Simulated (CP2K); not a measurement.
Consider carboxyoxirane at its PBE geometry (Å).

```xyz
10

O     1.7968   -1.2773    0.5801
C     1.0607   -0.4698    0.0422
O     1.5099    0.5737   -0.7294
C    -0.4374   -0.5408    0.1836
C    -1.3381    0.5948   -0.0647
O    -0.9646    0.2359    1.2917
H     2.4887    0.5219   -0.6929
H    -0.8156   -1.5651    0.1357
H    -2.3803    0.3896   -0.3221
H    -0.9201    1.5371   -0.4242
```

Method: CP2K XAS_TDP, all-electron GAPW, PBEh(45%), aug-cc-pVDZ, TDA, no relativity.

**Question.** Where do the C K-edge lines lie, and how strong are they?

Leading lines: C2 283.34 eV, C4 283.89 eV and C5 284.60 eV. The leading line of an atom is its first one with 35 % of the strongest within 2.5 eV of its lowest line over the strength cut. 

The first six lines of each atom with a strength over 0.0015:

| atom | energy (eV) | states | strength, one atom |
| --- | --- | --- | --- |
| C2 (bonded to C and 2 O) | 283.34 | 1 | 0.0739 |
|  | 288.17 | 1 | 0.0043 |
|  | 289.55 | 1 | 0.0016 |
|  | 289.63 | 1 | 0.0031 |
|  | 289.90 | 1 | 0.0132 |
|  | 290.47 | 1 | 0.0050 |
| C4 (bonded to 2 C, O and H) | 283.89 | 1 | 0.0218 |
|  | 286.05 | 1 | 0.0212 |
|  | 286.41 | 1 | 0.0202 |
|  | 286.83 | 1 | 0.0118 |
|  | 287.13 | 1 | 0.0110 |
|  | 287.31 | 1 | 0.0026 |
| C5 (bonded to C, O and 2 H) | 284.60 | 1 | 0.0489 |
|  | 285.11 | 1 | 0.0076 |
|  | 285.76 | 1 | 0.0056 |
|  | 286.30 | 1 | 0.0202 |
|  | 287.43 | 1 | 0.0114 |
|  | 287.56 | 1 | 0.0076 |

Lines are vertical, at one geometry, with no vibrational structure. Without a correction of the core level, line positions, and the gaps between valence and Rydberg lines, follow the share of exact exchange. At this level such K lines come out 3 to 6 eV under measured ones. These values hold no scalar relativity, about 0.1 eV for C 1s. Rydberg lines, and the discretised continuum above threshold, depend on the basis and the box.

[Banner, clock and machine lines of the logs are left out without a mark of their own.]

[Logs are printed without paths, hosts, clocks, repeated set-up lines and the standing remarks that a program may print on its own settings, such as how far it seeks lower states.]

[Hosts, paths, dates, database ids (printed as entryN), source tags and the programs' standing remarks are cut or masked in the printed files.]
